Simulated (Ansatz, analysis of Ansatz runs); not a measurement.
**CsLiBr2 (P4/nmm), Li_i hop between voids (3.5 Å): attempt frequency at charge +1**

Aim: the prefactor of a hop in CsLiBr2 (P4/nmm) (Li_i hop between voids (3.5 Å), charge +1) from the modes of the moving atom at the start and at the top of a path found beforehand. Model: a cell of 64 host atoms with 1 Li put in.

Calculated with Ansatz 0.2.0; plane-wave PAW DFT, PBEsol; finite-difference force constants of the moving atom alone.

**1. The structure**

The cell holds 65 atoms: 16 Cs, 17 Li and 32 Br. Its edges and angles: a = 14.446 Å, b = 14.446 Å, c = 9.811 Å, α = 90.0°, β = 90.0°, γ = 90.0°. It derives from CsLiBr2 (space group P4/nmm). Nearest the centre at fractional (0.495, 0.380, 0.491): Li65 at 1.73 Å, Br43 at 2.10 Å, Br10 at 2.11 Å, Cs2 at 2.86 Å, Cs35 at 3.08 Å, Br28 at 3.81 Å, Br57 at 3.93 Å, Li37 at 4.30 Å. The cell carries charge +1.

The cell's shortest repeat is 9.8 Å.

**2. Vibrations of the moving atom at the start point**

Harmonic transition-state theory takes the prefactor from the modes at the minimum and at the top. Only the moving atom is displaced, by 0.02 Å, which takes six displaced runs and a reference; the host's atoms are held.

Contents of qp1.start.modes/input.yaml:

```yaml
crystal:
  lattice:
    - [10.21487075, 10.21487075, 0.0]
    - [-10.21487075, 10.21487075, 0.0]
    - [0.0, 0.0, 9.81108215]
  atoms:
    - { symbol: Cs, position: [0.12211828, 0.1222722, 0.29891783] }
    - { symbol: Cs, position: [0.36073864, 0.36097194, 0.27845833] }
    - { symbol: Cs, position: [0.12604748, 0.37591876, 0.69610165] }
    - { symbol: Cs, position: [0.37585335, 0.12603389, 0.69639975] }
    - { symbol: Li, position: [0.12188695, 0.37371252, 0.07883092] }
    - { symbol: Li, position: [0.37349038, 0.12213714, 0.07900473] }
    - { symbol: Li, position: [0.12469189, 0.12477944, 0.91298536] }
    - { symbol: Li, position: [0.37936513, 0.37949691, 0.90602321] }
    - { symbol: Br, position: [0.1261781, 0.12619688, 0.66087232] }
    - { symbol: Br, position: [0.39434668, 0.39462285, 0.64579853] }
    - { symbol: Br, position: [0.12093489, 0.37342796, 0.33221568] }
    - { symbol: Br, position: [0.37342472, 0.12115451, 0.33235623] }
    - { symbol: Br, position: [5.255e-05, 1.932e-05, 0.00032519] }
    - { symbol: Br, position: [0.25147675, 0.25184639, -0.01852634] }
    - { symbol: Br, position: [-0.0001245, 0.24898744, -9.912e-05] }
    - { symbol: Br, position: [0.24896555, 0.00021807, 0.00028913] }
    - { symbol: Cs, position: [0.12579704, 0.62403681, 0.30389707] }
    - { symbol: Cs, position: [0.37583498, 0.87391651, 0.30401994] }
    - { symbol: Cs, position: [0.12223035, 0.87776829, 0.70118915] }
    - { symbol: Cs, position: [0.3607153, 0.63907105, 0.72165296] }
    - { symbol: Li, position: [0.1246229, 0.87532969, 0.0872411] }
    - { symbol: Li, position: [0.37923361, 0.62054541, 0.09417686] }
    - { symbol: Li, position: [0.12188735, 0.62634803, 0.92119401] }
    - { symbol: Li, position: [0.3735824, 0.87806857, 0.92120707] }
    - { symbol: Br, position: [0.12093659, 0.62662232, 0.66782013] }
    - { symbol: Br, position: [0.37334954, 0.87881421, 0.6678009] }
    - { symbol: Br, position: [0.12612215, 0.87375492, 0.33930487] }
    - { symbol: Br, position: [0.39431966, 0.60557947, 0.35430796] }
    - { symbol: Br, position: [-0.00022203, 0.50002023, 1.223e-05] }
    - { symbol: Br, position: [0.25146296, 0.74852359, 0.01842643] }
    - { symbol: Br, position: [-0.000138, 0.75103211, 0.00020162] }
    - { symbol: Br, position: [0.25089036, 0.50014419, 4.155e-05] }
    - { symbol: Cs, position: [0.62391211, 0.12629012, 0.30406422] }
    - { symbol: Cs, position: [0.87371556, 0.37609876, 0.30394766] }
    - { symbol: Cs, position: [0.6388785, 0.36117773, 0.72186028] }
    - { symbol: Cs, position: [0.87774844, 0.12222552, 0.70124494] }
    - { symbol: Li, position: [0.62020439, 0.37955568, 0.09399918] }
    - { symbol: Li, position: [0.87524912, 0.12469445, 0.08716334] }
    - { symbol: Li, position: [0.62638923, 0.12233042, 0.92106562] }
    - { symbol: Li, position: [0.87780862, 0.37359019, 0.92110611] }
    - { symbol: Br, position: [0.62660322, 0.1212505, 0.66785958] }
    - { symbol: Br, position: [0.87879267, 0.37332839, 0.6677887] }
    - { symbol: Br, position: [0.60517488, 0.39470781, 0.35426164] }
    - { symbol: Br, position: [0.87355678, 0.12641094, 0.33922722] }
    - { symbol: Br, position: [0.49993588, 0.00014883, -0.00038415] }
    - { symbol: Br, position: [0.74813333, 0.25171849, 0.01852306] }
    - { symbol: Br, position: [0.49977615, 0.25112561, -3.963e-05] }
    - { symbol: Br, position: [0.75097608, 6.041e-05, 4.304e-05] }
    - { symbol: Cs, position: [0.63881101, 0.63918384, 0.27858137] }
    - { symbol: Cs, position: [0.87755713, 0.87795203, 0.29902358] }
    - { symbol: Cs, position: [0.62398775, 0.87409103, 0.69590519] }
    - { symbol: Cs, position: [0.87376641, 0.6239432, 0.69618289] }
    - { symbol: Li, position: [0.62605217, 0.87812594, 0.07866659] }
    - { symbol: Li, position: [0.87762525, 0.62651176, 0.07878794] }
    - { symbol: Li, position: [0.62018183, 0.62039306, 0.90636762] }
    - { symbol: Li, position: [0.875206, 0.87539241, 0.9130954] }
    - { symbol: Br, position: [0.60514224, 0.60557554, 0.64594853] }
    - { symbol: Br, position: [0.87370242, 0.87371156, 0.66097982] }
    - { symbol: Br, position: [0.62649771, 0.87905628, 0.33201589] }
    - { symbol: Br, position: [0.87859854, 0.62679592, 0.33216692] }
    - { symbol: Br, position: [0.49972816, 0.4999714, 0.00019687] }
    - { symbol: Br, position: [0.74814199, 0.74838413, -0.01859624] }
    - { symbol: Br, position: [0.49978542, 0.74891608, 0.00027445] }
    - { symbol: Br, position: [0.7486777, 0.50000409, 0.00014009] }
    - { symbol: Li, position: [0.499705, 0.49998867, 0.49999263] }
  symmetry: { detect: false }
total_charge: 1
basis:
  ecutwfc: 420
  xc_grid: 2
hamiltonian:
  xc: pbesol
kpoints:
  mp_grid: { grid: [1, 1, 1], shift: [0.25, 0.25, 0.25] }
scf:
  occupations: { method: fixed }
  max_iter: 120
phonons:
  supercell: [1, 1, 1]
  displaced_sites: [64]
  amplitude: 0.02
```

Command:

```console
$ ansatz run input.yaml --threads 4 --pin off --max-ram 14131MiB --backend cpu --events-out ev --progress --plain --runs-dir out
```

What it wrote:

```text
Engine: ansatz 0.2.0, aarch64-unknown-linux-gnu
Pseudopotentials: kind: paw
Pseudopotential: Cs, paw, valence charge 9, recommended cutoff 420 eV (normal), Cs.paw.azcp
Pseudopotential: Li, paw, valence charge 3, recommended cutoff 420 eV (normal), Li.paw.azcp
Pseudopotential: Br, paw, valence charge 7, recommended cutoff 420 eV (normal), Br.paw.azcp
Functional definition: PBEsol
  exchange = pbesol_x
  correlation = pbesol_c
Crystal: 65 atoms, lattice volume = 2047.447 Å³
Basis set: ecut = 420 eV, 39949 PW (Γ), exchange–correlation on 200×200×144 points (8 copies of the dense FFT grid, shifted against one another)
Bands: 274, of which v1, the nominal top of the filled ones, is band 209 counted from 1 (208 counted from 0)
Symmetry: 1 space group operations
k-points: 1
Non-local potential: Cs, projectors of the file, l = 0: 3, l = 1: 2, l = 2: 2, l = 3: 2
Non-local potential: Li, projectors of the file, l = 0: 3, l = 1: 2, l = 2: 1
Non-local potential: Br, projectors of the file, l = 0: 2, l = 1: 2, l = 2: 2
PAW form: soft (Blöchl's): semilocal exchange-correlation on the pseudo side does not see the compensation charge
PAW frozen core: Cs, regenerated for the run's functional, and the local potential with it (the file was generated under x = pbe(κ = 0.804, μ = 0.219515), c = pbe(β = 0.066725))
PAW frozen core: Br, regenerated for the run's functional, and the local potential with it (the file was generated under x = pbe(κ = 0.804, μ = 0.219515), c = pbe(β = 0.066725))
PAW one-centre angular grid: Cs, 194 points (default); XC on 64 Gauss nodes
PAW one-centre angular grid: Li, 110 points (default); XC on 64 Gauss nodes
PAW one-centre angular grid: Br, 110 points (default); XC on 64 Gauss nodes
Initial density: superposition of atomic densities (neutral atoms scaled as one to the charged cell's electrons: chi_scale 0, normalization atom), corrected by the library's trained network
Initial wavefunctions: pseudopotential atomic-orbital guess
Functional: x = pbesol(κ = 0.804, μ = 0.123457), c = pbesol(β = 0.046)
SCF iter   1: F=—  HF=-180503.871304 eV  |F-HF|=—  |Δ(HF+E_count)|=         —  Δρ=1.55e-3  dr2=7.87e-2  ethr=1.77e-3  ⟨swp⟩=6.0  Hψ=1040  notcnv=0  defer=63
preconditioner: auto → Resta (q_TF=auto, 2.094 Å⁻¹)  ε∞=2.9  [insulator: Δε(μ)=4.724 eV  Ē_g=11.294 eV  n_scr=314 (ndim 8)  ℏωp=15.4 eV  f_vac=0.040  ε∞_Penn≈2.9]
SCF iter   2: F=—  HF=-180503.847137 eV  |F-HF|=—  |Δ(HF+E_count)|=   2.42e-2  Δρ=7.89e-4  dr2=1.79e-2  ethr=1.88e-5  ⟨swp⟩=4.0  Hψ=506  notcnv=0  defer=63
SCF iter   3: F=—  HF=-180503.843581 eV  |F-HF|=—  |Δ(HF+E_count)|=   3.56e-3  Δρ=1.67e-4  dr2=6.26e-4  ethr=4.28e-6  ⟨swp⟩=3.0  Hψ=428  notcnv=0  defer=63
SCF iter   4: F=—  HF=-180503.843756 eV  |F-HF|=—  |Δ(HF+E_count)|=   1.75e-4  Δρ=3.02e-5  dr2=3.30e-5  ethr=1.50e-7  ⟨swp⟩=2.0  Hψ=355  notcnv=0  defer=63
SCF iter   5: F=—  HF=-180503.842573 eV  |F-HF|=—  |Δ(HF+E_count)|=   1.18e-3  Δρ=9.49e-6  dr2=2.59e-6  ethr=7.90e-9  ⟨swp⟩=2.0  Hψ=477  notcnv=0  defer=63
SCF iter   6: F=—  HF=-180503.842578 eV  |F-HF|=—  |Δ(HF+E_count)|=   4.88e-6  Δρ=2.13e-6  dr2=1.99e-7  ethr=6.20e-10  ⟨swp⟩=2.0  Hψ=368  notcnv=0  defer=63
SCF iter   7: F=—  HF=-180503.842578 eV  |F-HF|=—  |Δ(HF+E_count)|=   5.59e-7  Δρ=6.32e-7  dr2=1.70e-8  ethr=4.76e-11  ⟨swp⟩=2.0  Hψ=386  notcnv=0  defer=63
SCF iter   8: F=—  HF=-180503.842578 eV  |F-HF|=—  |Δ(HF+E_count)|=   4.69e-8  Δρ=1.86e-7  dr2=1.93e-9  ethr=4.08e-12  ⟨swp⟩=2.0  Hψ=407  notcnv=0  defer=63
SCF iter   9: F=-180503.842578 eV  HF=-180503.842578 eV  |F-HF|=2.91e-11  |Δ(HF+E_count)|=   2.36e-9  Δρ=5.26e-8  dr2=1.11e-10  ethr=1.00e-12  ⟨swp⟩=24.0  Hψ=2319  notcnv=0
SCF 1 converged in 9 iterations: F = -180503.842578 eV  dr2 = 1.11e-10
  greatest PAW one-centre occupation: 1.000 electrons in one spin orbital (limit 2), on the Li atom at site 64 (counted from 0), in its partial waves of l = 0
Initial density: handed on by an earlier stage of this run
Initial wavefunctions: those handed on with the density
iter 1 solved again at ethr=7.08e-8 eV; its pass at ethr=3.10e-3 eV (dr2=2.96e-4 eV) is discarded
[...]
SCF 2 converged in 7 iterations: F = -180503.842148 eV  dr2 = 4.53e-11
[...]
SCF 3 converged in 5 iterations: F = -180503.842198 eV  dr2 = 4.33e-11
[...]
SCF 4 converged in 7 iterations: F = -180503.842247 eV  dr2 = 4.47e-11
[...]
SCF 5 converged in 5 iterations: F = -180503.842103 eV  dr2 = 4.36e-11
[...]
SCF iter   4: F=—  HF=-180503.842231 eV  |F-HF|=—  |Δ(HF+E_count)|=   1.21e-3  Δρ=1.57e-6  dr2=5.01e-8  ethr=3.70e-10  ⟨swp⟩=2.0  Hψ=404  notcnv=0  defer=51
SCF iter   5: F=—  HF=-180503.842231 eV  |F-HF|=—  |Δ(HF+E_count)|=   5.94e-8  Δρ=3.39e-7  dr2=3.76e-9  ethr=1.20e-11  ⟨swp⟩=2.0  Hψ=423  notcnv=0  defer=51
SCF iter   6: F=—  HF=-180503.842231 eV  |F-HF|=—  |Δ(HF+E_count)|=   3.17e-9  Δρ=8.02e-8  dr2=2.33e-10  ethr=1.00e-12  ⟨swp⟩=2.0  Hψ=425  notcnv=0  defer=51
SCF iter   7: F=-180503.842231 eV  HF=-180503.842231 eV  |F-HF|=1.16e-10  |Δ(HF+E_count)|=  3.20e-10  Δρ=2.23e-8  dr2=2.03e-11  ethr=1.00e-12  ⟨swp⟩=4.0  Hψ=866  notcnv=0
SCF 6 converged in 7 iterations: F = -180503.842231 eV  dr2 = 2.03e-11
iter 1 solved again at ethr=9.64e-11 eV; its pass at ethr=3.10e-3 eV (dr2=4.03e-7 eV) is discarded
SCF iter   1: F=—  HF=-180503.842175 eV  |F-HF|=—  |Δ(HF+E_count)|=         —  Δρ=1.02e-5  dr2=5.62e-7  ethr=9.64e-11  ⟨swp⟩=3.0  Hψ=937  notcnv=0  defer=51
SCF iter   2: F=—  HF=-180503.842171 eV  |F-HF|=—  |Δ(HF+E_count)|=   3.37e-6  Δρ=5.40e-6  dr2=1.62e-7  ethr=9.64e-11  ⟨swp⟩=2.0  Hψ=425  notcnv=0  defer=51
SCF iter   3: F=—  HF=-180503.842172 eV  |F-HF|=—  |Δ(HF+E_count)|=   4.16e-7  Δρ=6.38e-7  dr2=7.10e-9  ethr=3.88e-11  ⟨swp⟩=2.0  Hψ=377  notcnv=0  defer=51
SCF iter   4: F=—  HF=-180503.842172 eV  |F-HF|=—  |Δ(HF+E_count)|=   2.07e-9  Δρ=2.60e-7  dr2=7.73e-10  ethr=1.70e-12  ⟨swp⟩=2.0  Hψ=417  notcnv=0  defer=51
SCF iter   5: F=-180503.842172 eV  HF=-180503.842172 eV  |F-HF|=2.91e-11  |Δ(HF+E_count)|=   1.11e-9  Δρ=5.00e-8  dr2=4.03e-11  ethr=1.00e-12  ⟨swp⟩=4.0  Hψ=868  notcnv=0
SCF 7 converged in 5 iterations: F = -180503.842172 eV  dr2 = 4.03e-11
SCF converged after 9 iterations
Free energy (F): -180503.842578 eV
Harris-Foulkes:  -180503.842578 eV  (|F-HF|=2.91e-11)
Internal energy: -180503.842578 eV  (E = F + TS)
E sigma→0 (E₀):  -180503.842578 eV
Fermi energy:    2.210076 eV
--- Per-component energies (eV) ---
  E_band       = -2828.573856
  E_kinetic    = 6940.228960
  E_local      = -13615.007304  (includes V_loc(G=0)·N_el)
  E_nonlocal   = 2193.294852
  E_hartree    = 4089.254343
  E_xc         = -11336.779570
  E_vxc        = -5606.531108  (∫ρ·V_xc dr)
  E_paw        = -150559.151576  (= ΣΔE_a)
  E_vpaw       = -919.068150  (= ΣTr[D̂ρ^β])
  E_aug_tail   = 0.000207  (compensation charges beyond the density's cutoff)
  E_ewald      = -18220.941702
  E_core_change = 5.259212  (= ΣΔE_core)
  E_smearing   = -0.000000  (= −TS)
  E_closure    = -0.000000  (closes the sum)
  E_deformation_potential = 10.533148  (in the stress; not in F)
  Σ components = -180503.842578   (vs F -180503.842578, Δ=0.00e0)
--- Forces (eV/Å), atoms counted from 1 ---
  atom   1  Cs     0.00031727    -0.00406290    -0.00086906
  atom   2  Cs    -0.00058730     0.00450108    -0.00125608
  [... 5 atoms left out ...]
  atom   8  Li    -0.00157820    -0.00003923    -0.00011352
  [... 1 atom left out ...]
  atom  10  Br     0.00086119    -0.00509612    -0.00745832
  [... 1 atom left out ...]
  atom  12  Br    -0.00323264     0.00314693    -0.00032794
  [... 15 atoms left out ...]
  atom  28  Br    -0.00289102    -0.00160580     0.00892996
  [... 6 atoms left out ...]
  atom  35  Cs    -0.00225688    -0.00079622    -0.00231843
  [... 1 atom left out ...]
  atom  37  Li     0.00091096     0.00121855     0.00202990
  [... 5 atoms left out ...]
  atom  43  Br     0.00596009    -0.00036413     0.00863560
  [... 13 atoms left out ...]
  atom  57  Br     0.00141047     0.00180042    -0.00862964
  [... 7 atoms left out ...]
  atom  65  Li    -0.00124034     0.00358871     0.00148715
  max |Σ_I F_I| component: 1.96e-7 eV/Å
--- Band table (eV) ---
  k-point 0: bands = ["-41.7856", "-41.6198", "-41.6194", "-41.6185", [... 266 left out ...] "9.6124", "9.6238", "9.7038", "9.7064"]
--- Phonons: 6 displaced members + reference (amplitude 0.02 Å, Σ member SCF iterations 36) ---
  symmetry images taken by strict's conditions (phonons.symmetry_images: auto; settled by no image being taken that strict refuses)
  force constants formed among 1 of 65 sites (Li 64); the other 64 at rest. The modes move the named sites alone.
  the frequencies, the zero-point energy and the sums are of the block with the acoustic sum rule laid on its rows. Row sums over every site: 5.5e-5 eV/Å² at the most
  transpose residual: 7.1e-6 eV/Å²
  largest component of a force at the reference: 3.6e-3 eV/Å on a named site, 1.1e-2 eV/Å on a site at rest
  frequencies among the named sites at Γ of the cell (cm⁻¹): 271.71 281.28 281.84
  unstable modes among the named sites: 0
  frequencies as built, with no sum rule (cm⁻¹): 271.71 281.28 281.84
  zero-point energy: 0.051753 eV/cell   skipped modes (ω ≤ 0): 0
  not written: the harmonic force-constant file, the file of eigenvectors (these modes' are written with the force constants), the density of states and the dispersion, which are of every site
```

Wall time 3.1 min (4 threads of Arm Neoverse V1, shared host); peak memory 3.1 GiB; 12 min of CPU time.

Read from the output:

- free energy: -180503.8426 eV
- frequencies of moving atom: 271.7, 281.3, 281.8 cm⁻¹ (negative: imaginary)

The three modes are 272, 281 and 282 cm⁻¹: all real, a minimum for this atom with the others held.

[end of part 1 of 2]

[Long decimals in the printed logs are rounded to 6 places.]

[Repeated set-up lines and some long k-point lines are left out of the logs, and relaxed atomic positions are cut to six decimals.]

[Logs are printed without paths, hosts, clocks, repeated set-up lines and the standing remarks that a program may print on its own settings, such as how far it seeks lower states.]

[Hosts, paths, dates, database ids (printed as entryN), source tags and the programs' standing remarks are cut or masked in the printed files.]
